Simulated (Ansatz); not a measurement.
# Resistivity from frozen vibrations: Cu(111) with 4 thermally displaced layers, 2x2

Wanted: the phonon-limited resistivity of Cu at 500 K by the Landauer route. The measured value for the pure metal at this temperature is 3.09 µΩ cm (CRC Handbook of Chemistry and Physics, 84th ed., 2003, Electrical Resistivity of Pure Metals).

Calculated with Ansatz 0.2.0; Ansatz plane-wave DFT, PBE, PAW files; ballistic transport by layer matching (Landauer), zero bias; PAW set soft_1.

Most raw output is cut from this account.

### Step 1. The structure

The cell holds 40 atoms: 40 Cu. Its edges and angles: a = 5.112 Å, b = 5.112 Å, c = 20.923 Å, α = 93.5°, β = 86.5°, γ = 120.0°. It derives from Cu. Regions: lead, 24 atoms (24 Cu); scattering region, 16 atoms (16 Cu). The structure is stacked along c, and the current runs across the ab planes.

### Step 2. With 4 displaced layers

Each atom of 4 layers is moved at random, by amounts drawn from a normal law 0.0993 Å wide in each direction from the Debye model (343 K) at 500 K. The layers about the cell's end stay perfect and serve as the lead. Disorder leaves little or no symmetry, which makes such runs dear. Energies from -0.05 to 0.05 eV in steps of 0.05 eV are too few for the program's thermal sum, so it prints no conductance; for a metal the transmission near the Fermi level serves, at a fraction of the cost.

input.yaml

```yaml
crystal:
  lattice:
    - [5.1123254594, 0.0, 0.0]
    - [-2.5561627297, 4.4274037203, 0.0]
    - [1.2780813649, -0.73790062, 20.8709812911]
  atoms:
    - { symbol: Cu, position: [0.9916666667, 0.0083333333, 0.05] }
    - { symbol: Cu, position: [0.9916666667, 0.5083333333, 0.05] }
    - { symbol: Cu, position: [0.4916666667, 0.0083333333, 0.05] }
    - { symbol: Cu, position: [0.4916666667, 0.5083333333, 0.05] }
    - { symbol: Cu, position: [0.1416666667, 0.3583333333, 0.15] }
    - { symbol: Cu, position: [0.1416666667, 0.8583333333, 0.15] }
    - { symbol: Cu, position: [0.6416666667, 0.3583333333, 0.15] }
    - { symbol: Cu, position: [0.6416666667, 0.8583333333, 0.15] }
[... 28 atom lines left out ...]
    - { symbol: Cu, position: [0.8416666667, 0.1583333333, 0.95] }
    - { symbol: Cu, position: [0.8416666667, 0.6583333333, 0.95] }
    - { symbol: Cu, position: [0.3416666667, 0.1583333333, 0.95] }
    - { symbol: Cu, position: [0.3416666667, 0.6583333333, 0.95] }
kpoints:
  mp_grid: { grid: [5, 5, 1] }
hamiltonian:
  xc: pbe
  pseudopotentials: { kind: paw, azcp: { folder: soft_1 } }
scf:
  occupations: { method: fermi_dirac, width: 0.1 }
output:
  transmission:
    leads: [[0, 4]]
    kmesh: [10, 10]
    e_range: [-0.05, 0.05]
    de: 0.05
  write_potential: true
  write_density: true
  volumetric_format: npy
  elf: true
```

On the command line:

```bash
$ ansatz run input.yaml --threads 4 --pin off --max-ram 15360MiB --backend cpu --events-out ev --progress --plain --runs-dir out
```

Elapsed: 3.3 min, on 4 threads of Intel Xeon 6975P-C (Granite Rapids), shared host; peak memory 5 GiB.

This step gave:

```
free energy                                    : -265005.6363 eV
energy at zero smearing                        : -265005.3849 eV
Fermi energy                                   : 16.34 eV
cell area                                      : 22.63 Å²
transmission per spin nearest the Fermi level  : 3.080
open channels per spin nearest the Fermi level : 3.21
step of the lead's potential                   : 5.6 meV
```

Per spin. The transmission, zone mean by energy, zero at the Fermi level:

| energy (eV) | transmission, zone mean |
| --- | --- |
| -0.0500 | 3.07 |
| 0.0000 | 3.08 |
| 0.0500 | 3.09 |

Per spin. The open channels, zone mean, lead stays at 3.21 for energy from -0.05 to 0.05 eV.

Transmission over k1 and k2. At 0.0000 eV from the Fermi level.

Values, 10 rows by 10 columns:
```
2.98 3.62 2.98 2.97 2.97 3.58 2.97 2.97 2.97 2.98
2.97 2.97 3.60 2.97 2.96 3.56 2.97 2.97 2.97 2.97
2.97 2.97 2.96 3.65 2.67 3.59 2.96 2.97 2.97 2.98
2.98 2.97 2.96 2.70 2.79 2.78 2.60 2.96 2.97 2.98
3.73 3.73 3.73 3.75 2.68 2.87 2.68 3.75 3.73 3.73
2.98 2.98 2.97 2.96 2.60 2.78 2.79 2.70 2.96 2.97
2.97 2.98 2.97 2.97 2.96 3.59 2.67 3.65 2.96 2.97
2.97 2.97 2.97 2.97 2.97 3.56 2.96 2.97 3.60 2.97
2.98 2.98 2.97 2.97 2.97 3.58 2.97 2.97 2.98 3.62
3.63 2.98 2.98 2.97 2.97 3.59 2.97 2.97 2.98 2.98
```
Columns: k1 (b1) from -0.5 to 0.4; rows upwards: k2 (b2) from -0.5 to 0.4.

Open channels over k1 and k2. At 0.0000 eV from the Fermi level.

Values, 10 rows by 10 columns:
```
3.00 4.00 3.00 3.00 3.00 4.00 3.00 3.00 3.00 3.00
3.00 3.00 4.00 3.00 3.00 4.00 3.00 3.00 3.00 3.00
3.00 3.00 3.00 4.00 3.00 4.00 3.00 3.00 3.00 3.00
3.00 3.00 3.00 3.00 3.00 3.00 3.00 3.00 3.00 3.00
4.00 4.00 4.00 4.00 3.00 3.00 3.00 4.00 4.00 4.00
3.00 3.00 3.00 3.00 3.00 3.00 3.00 3.00 3.00 3.00
3.00 3.00 3.00 3.00 3.00 4.00 3.00 4.00 3.00 3.00
3.00 3.00 3.00 3.00 3.00 4.00 3.00 3.00 4.00 3.00
3.00 3.00 3.00 3.00 3.00 4.00 3.00 3.00 3.00 4.00
4.00 3.00 3.00 3.00 3.00 4.00 3.00 3.00 3.00 3.00
```
Columns: k1 (b1) from -0.5 to 0.4; rows upwards: k2 (b2) from -0.5 to 0.4.

ELF in the ca plane at fractional y = 0.544, with atoms of Cu within 0.2 Å of it. It is the smooth field of the valence electrons, not physical close to the nuclei.

Ten even steps from '0' (0.15) to '9' (0.62), each cell a mean:
```
22221112231019900221112211221014101100002211
11011110111003400222112222220029301211111101
00001100001000001100001211221001001211111000
00000100000110011000001110111000001000011111
10001100000111111000001100001110110000002211
21001100001100001000001100001111220012002211
22211111122000000100001211111000011000002211
22221112231018600221111111221000001000002111
11011110121007600222111111220001001211111101
00001100001000000110011111121000001211111000
00001100001110011000001100011000001000011111
10001100000211122000001000001111121000002211
21001100001100011000001000001111121012002211
22211111122002101100001100011000011000002211
```
Columns run along c (16.0 Å, from fractional 0.12 to 0.88 of the cell), rows up along a (5.1 Å). Atoms in or near the plane, at fractional coordinates: Cu at (0.35, 0.94), Cu at (0.35, 0.41), Cu at (0.66, 0.91).

Electrostatic potential energy in the ca plane at fractional y = 0.544, with atoms of Cu within 0.2 Å of it. With pseudopotentials it is smooth inside the atoms' cores, unlike the true potential.

Values in eV, 8 rows by 16 columns, each cell a mean:
```
 16  18  17  17 -19 -29  14  16  18  17   5 -39   5   6  17  16
 10  13   8  11   5  -2   9   4  17  16  11 -25   9  14  18  15
 10  13   4   8  17  16  -3 -18  15  13  18  14  10 -20  13  16
 17  18  16  16   0  -2  10   2  17  15  18  13   8 -32  10  16
 16  18  17  17 -21 -27  17  18  18  17  13 -22  10   7  17  16
 10  13   8  11  -3  -9  15  16  18  17  13 -24   9  14  18  15
 10  13   4   8  15  14   2   0  15  12  18  10   9 -20  13  16
 17  18  16  16  -6 -11   4   1  16  13  15  -1   6 -32  10  16
```
Columns run along c (16.0 Å, from fractional 0.12 to 0.88 of the cell; values clipped at the 3rd and 97th percentile), rows up along a (5.1 Å). Atoms in or near the plane, at fractional coordinates: Cu at (0.35, 0.94), Cu at (0.35, 0.41), Cu at (0.66, 0.91).

Valence density in the ca plane at fractional y = 0.544, with atoms of Cu within 0.2 Å of it. It is the smooth field of the valence electrons, not physical close to the nuclei.

Ten steps, logarithmic in the rise over the least value, from '0' (0 e/Å³) to '9' (46 e/Å³), each cell a mean:
```
00000000000169951000000000000268621122100000
00000000000148841000000000000279831000000000
01110001100013420012100000000146520000000000
01110012210000000134310000000012210121000000
01110012210000000145420001000000000355200000
00000001100001100024310000000000001477410000
00000000000135520001100000000001000355300000
00000000000169951000000000000024310122100000
00000000000169951000000000000146520000000000
01110001100035520000000000000135520000000000
01110012210001110011100000000012210121000000
01110012210000000123200001000000001355200000
00000001100012210133200011000001001477410000
00000000000147631112100000000123211355300000
```
Columns run along c (16.0 Å, from fractional 0.12 to 0.88 of the cell), rows up along a (5.1 Å). Atoms in or near the plane, at fractional coordinates: Cu at (0.35, 0.94), Cu at (0.35, 0.41), Cu at (0.66, 0.91).

Over the solved energies the transmission per spin lies between 3.07 and 3.09, out of 3.21 channels of the lead on average (up to 3.21).

### Step 3. With 8 displaced layers

Each atom of 8 layers is moved at random, by amounts drawn from a normal law 0.0993 Å wide in each direction from the Debye model (343 K) at 500 K. A fresh draw is used; the growth of the resistance with length is what counts.

System of this step: Cu(111) with 8 thermally displaced layers, 2x2. The cell holds 56 atoms: 56 Cu. Its edges and angles: a = 5.112 Å, b = 5.112 Å, c = 29.257 Å, α = 87.5°, β = 92.5°, γ = 120.0°. It derives from Cu. Regions: lead, 24 atoms (24 Cu); scattering region, 32 atoms (32 Cu). The structure is stacked along c, and the current runs across the ab planes.

input.yaml

```yaml
crystal:
  lattice:
    - [5.1123254594, 0.0, 0.0]
    - [-2.5561627297, 4.4274037203, 0.0]
    - [-1.2780813649, 0.73790062, 29.2193738075]
  atoms:
    - { symbol: Cu, position: [0.005952381, 0.994047619, 0.0357142857] }
    - { symbol: Cu, position: [0.005952381, 0.494047619, 0.0357142857] }
    - { symbol: Cu, position: [0.505952381, 0.994047619, 0.0357142857] }
    - { symbol: Cu, position: [0.505952381, 0.494047619, 0.0357142857] }
    - { symbol: Cu, position: [0.1845238095, 0.3154761905, 0.1071428571] }
    - { symbol: Cu, position: [0.1845238095, 0.8154761905, 0.1071428571] }
    - { symbol: Cu, position: [0.6845238095, 0.3154761905, 0.1071428571] }
    - { symbol: Cu, position: [0.6845238095, 0.8154761905, 0.1071428571] }
[... 44 atom lines left out ...]
    - { symbol: Cu, position: [0.3273809524, 0.1726190476, 0.9642857143] }
    - { symbol: Cu, position: [0.3273809524, 0.6726190476, 0.9642857143] }
    - { symbol: Cu, position: [0.8273809524, 0.1726190476, 0.9642857143] }
    - { symbol: Cu, position: [0.8273809524, 0.6726190476, 0.9642857143] }
kpoints:
  mp_grid: { grid: [5, 5, 1] }
hamiltonian:
  xc: pbe
  pseudopotentials: { kind: paw, azcp: { folder: soft_1 } }
scf:
  occupations: { method: fermi_dirac, width: 0.1 }
output:
  transmission:
    leads: [[0, 4]]
    kmesh: [10, 10]
    e_range: [-0.05, 0.05]
    de: 0.05
  write_potential: true
  write_density: true
  volumetric_format: npy
```

Wall time 5.8 min (4 threads); peak memory 8.5 GiB.

This step gave:

* free energy: -371006.5168 eV
* energy at zero smearing: -371006.1618 eV
* transmission per spin nearest the Fermi level: 2.938
* step of the lead's potential: 3.3 meV

Per spin. The transmission, zone mean by energy, zero at the Fermi level:

| energy (eV) | transmission, zone mean |
| --- | --- |
| -0.0500 | 2.88 |
| 0.0000 | 2.94 |
| 0.0500 | 2.97 |

Over the solved energies the transmission per spin lies between 2.88 and 2.97, out of 3.21 channels of the lead on average (up to 3.21).

### Step 4. With 12 displaced layers

Each atom of 12 layers is moved at random, by amounts drawn from a normal law 0.0993 Å wide in each direction from the Debye model (343 K) at 500 K. A fresh draw is used; the growth of the resistance with length is what counts.

System of this step: Cu(111) with 12 thermally displaced layers, 2x2. The cell holds 72 atoms: 72 Cu. Cell: a = 5.112 Å, b = 5.112 Å, c = 37.568 Å, α = 90.0°, β = 90.0°, γ = 120.0°. It derives from Cu. Regions: lead, 24 atoms (24 Cu); scattering region, 48 atoms (48 Cu). The structure is stacked along c, and the current runs across the ab planes.

input.yaml

```yaml
crystal:
  lattice:
    - [5.1123254594, 0.0, 0.0]
    - [-2.5561627297, 4.4274037203, 0.0]
    - [0.0, 0.0, 37.567766324]
  atoms:
    - { symbol: Cu, position: [0.0, 0.0, 0.0277777778] }
    - { symbol: Cu, position: [0.0, 0.5, 0.0277777778] }
    - { symbol: Cu, position: [0.5, 0.0, 0.0277777778] }
    - { symbol: Cu, position: [0.5, 0.5, 0.0277777778] }
    - { symbol: Cu, position: [0.1666666667, 0.3333333333, 0.0833333333] }
    - { symbol: Cu, position: [0.1666666667, 0.8333333333, 0.0833333333] }
    - { symbol: Cu, position: [0.6666666667, 0.3333333333, 0.0833333333] }
    - { symbol: Cu, position: [0.6666666667, 0.8333333333, 0.0833333333] }
[... 60 atom lines left out ...]
    - { symbol: Cu, position: [0.3333333333, 0.1666666667, 0.9722222222] }
    - { symbol: Cu, position: [0.3333333333, 0.6666666667, 0.9722222222] }
    - { symbol: Cu, position: [0.8333333333, 0.1666666667, 0.9722222222] }
    - { symbol: Cu, position: [0.8333333333, 0.6666666667, 0.9722222222] }
kpoints:
  mp_grid: { grid: [5, 5, 1] }
hamiltonian:
  xc: pbe
  pseudopotentials: { kind: paw, azcp: { folder: soft_1 } }
scf:
  occupations: { method: fermi_dirac, width: 0.1 }
output:
  transmission:
    leads: [[0, 4]]
    kmesh: [10, 10]
    e_range: [-0.05, 0.05]
    de: 0.05
  write_potential: true
  write_density: true
  volumetric_format: npy
```

Run time: 11 min. Hardware: 4 threads; peak memory 7.5 GiB; 42 min of CPU time.

This step gave:

```
free energy                                   : -477006.9273 eV
energy at zero smearing                       : -477006.5148 eV
Fermi energy                                  : 16.32 eV
transmission per spin nearest the Fermi level : 2.750
step of the lead's potential                  : 7.9 meV
```

Per spin. Table of transmission, zone mean by energy, zero at the Fermi level:

| energy (eV) | transmission, zone mean |
| --- | --- |
| -0.0500 | 2.74 |
| 0.0000 | 2.75 |
| 0.0500 | 2.78 |

Over the solved energies the transmission per spin lies between 2.74 and 2.78, out of 3.21 channels of the lead on average (up to 3.21).

### Step 5. The fit

This step: Ansatz plane-wave DFT, PBE, PAW files; ballistic transport by layer matching (Landauer), zero bias; resistivity from the slope of the area resistance; PAW set soft_1 (Ansatz 0.2.0).

Numbers from this step:

```
resistivity           : 6.633 µΩ cm
intercept             : -0.01901 fΩ m²
scatter about the fit : 0.003882 fΩ m²
```

Resistance, by row:

| run | length (Å) | T | channels N | RA (fΩ m²) |
| --- | --- | --- | --- | --- |
| n4 | 8.348 | 3.078 | 3.21 | 0.03911 |
| n8 | 16.7 | 2.932 | 3.21 | 0.08625 |
| n12 | 25.05 | 2.756 | 3.21 | 0.1499 |

Table of area resistance by length of the displaced region:

| length of the displaced region (Å) | area resistance (fΩ m²) |
| --- | --- |
| 8.35 | 0.0391 |
| 16.70 | 0.0862 |
| 25.05 | 0.150 |

The area resistance goes from 0.039 to 0.15 fΩ m² between 8.3 and 25.0 Å, a slope of 6.6 µΩ cm.

By hand from the end points: (0.1499 − 0.03911) fΩ m² / (25.05 − 8.35) Å = 6.6 µΩ cm, since 1 fΩ m² per Å is 1000 µΩ cm.

### Step 6. What came out

| Property | Result |
| --- | --- |
| resistivity from the slope | 6.63 µΩ cm |
| area resistance over 8.35 Å | 0.0391 fΩ m² |
| area resistance over 16.7 Å | 0.0862 fΩ m² |
| area resistance over 25.0 Å | 0.150 fΩ m² |

The slope gives 6.6 µΩ cm. The points scatter by 0.0039 fΩ m² about the line, with one random draw a length in a 2x2 cell, so the slope is a rough value. The mean square of the displacements drawn is 0.78, 0.99 and 1.2 of the nominal one at the three lengths; with each resistance scaled back by that, the slope is 4.6 µΩ cm, the value used below. Read with a model of isotropic scattering on a spherical Fermi surface and the lead's 1.1×10¹⁵ S/m², this slope means a mean free path near 174 Å; over these lengths the model's slope is 1.18 times its bulk resistivity, which would be 3.9 µΩ cm. Uncorrelated displacements put too much weight on short waves, which scatter strongly; with the sideways repeat of a small cell, one draw and three short lengths, the method is good to a factor of two or three. The measured value is 3.09 µΩ cm (CRC Handbook of Chemistry and Physics, 84th ed., 2003, Electrical Resistivity of Pure Metals); the scaled slope is 1.5 times that and the corrected value 1.3: fair for so small a cell.

[Logs are printed without paths, hosts, clocks, repeated set-up lines and the standing remarks that a program may print on its own settings, such as how far it seeks lower states.]

[Hosts, paths, dates, database ids (printed as entryN), source tags and the programs' standing remarks are cut or masked in the printed files.]
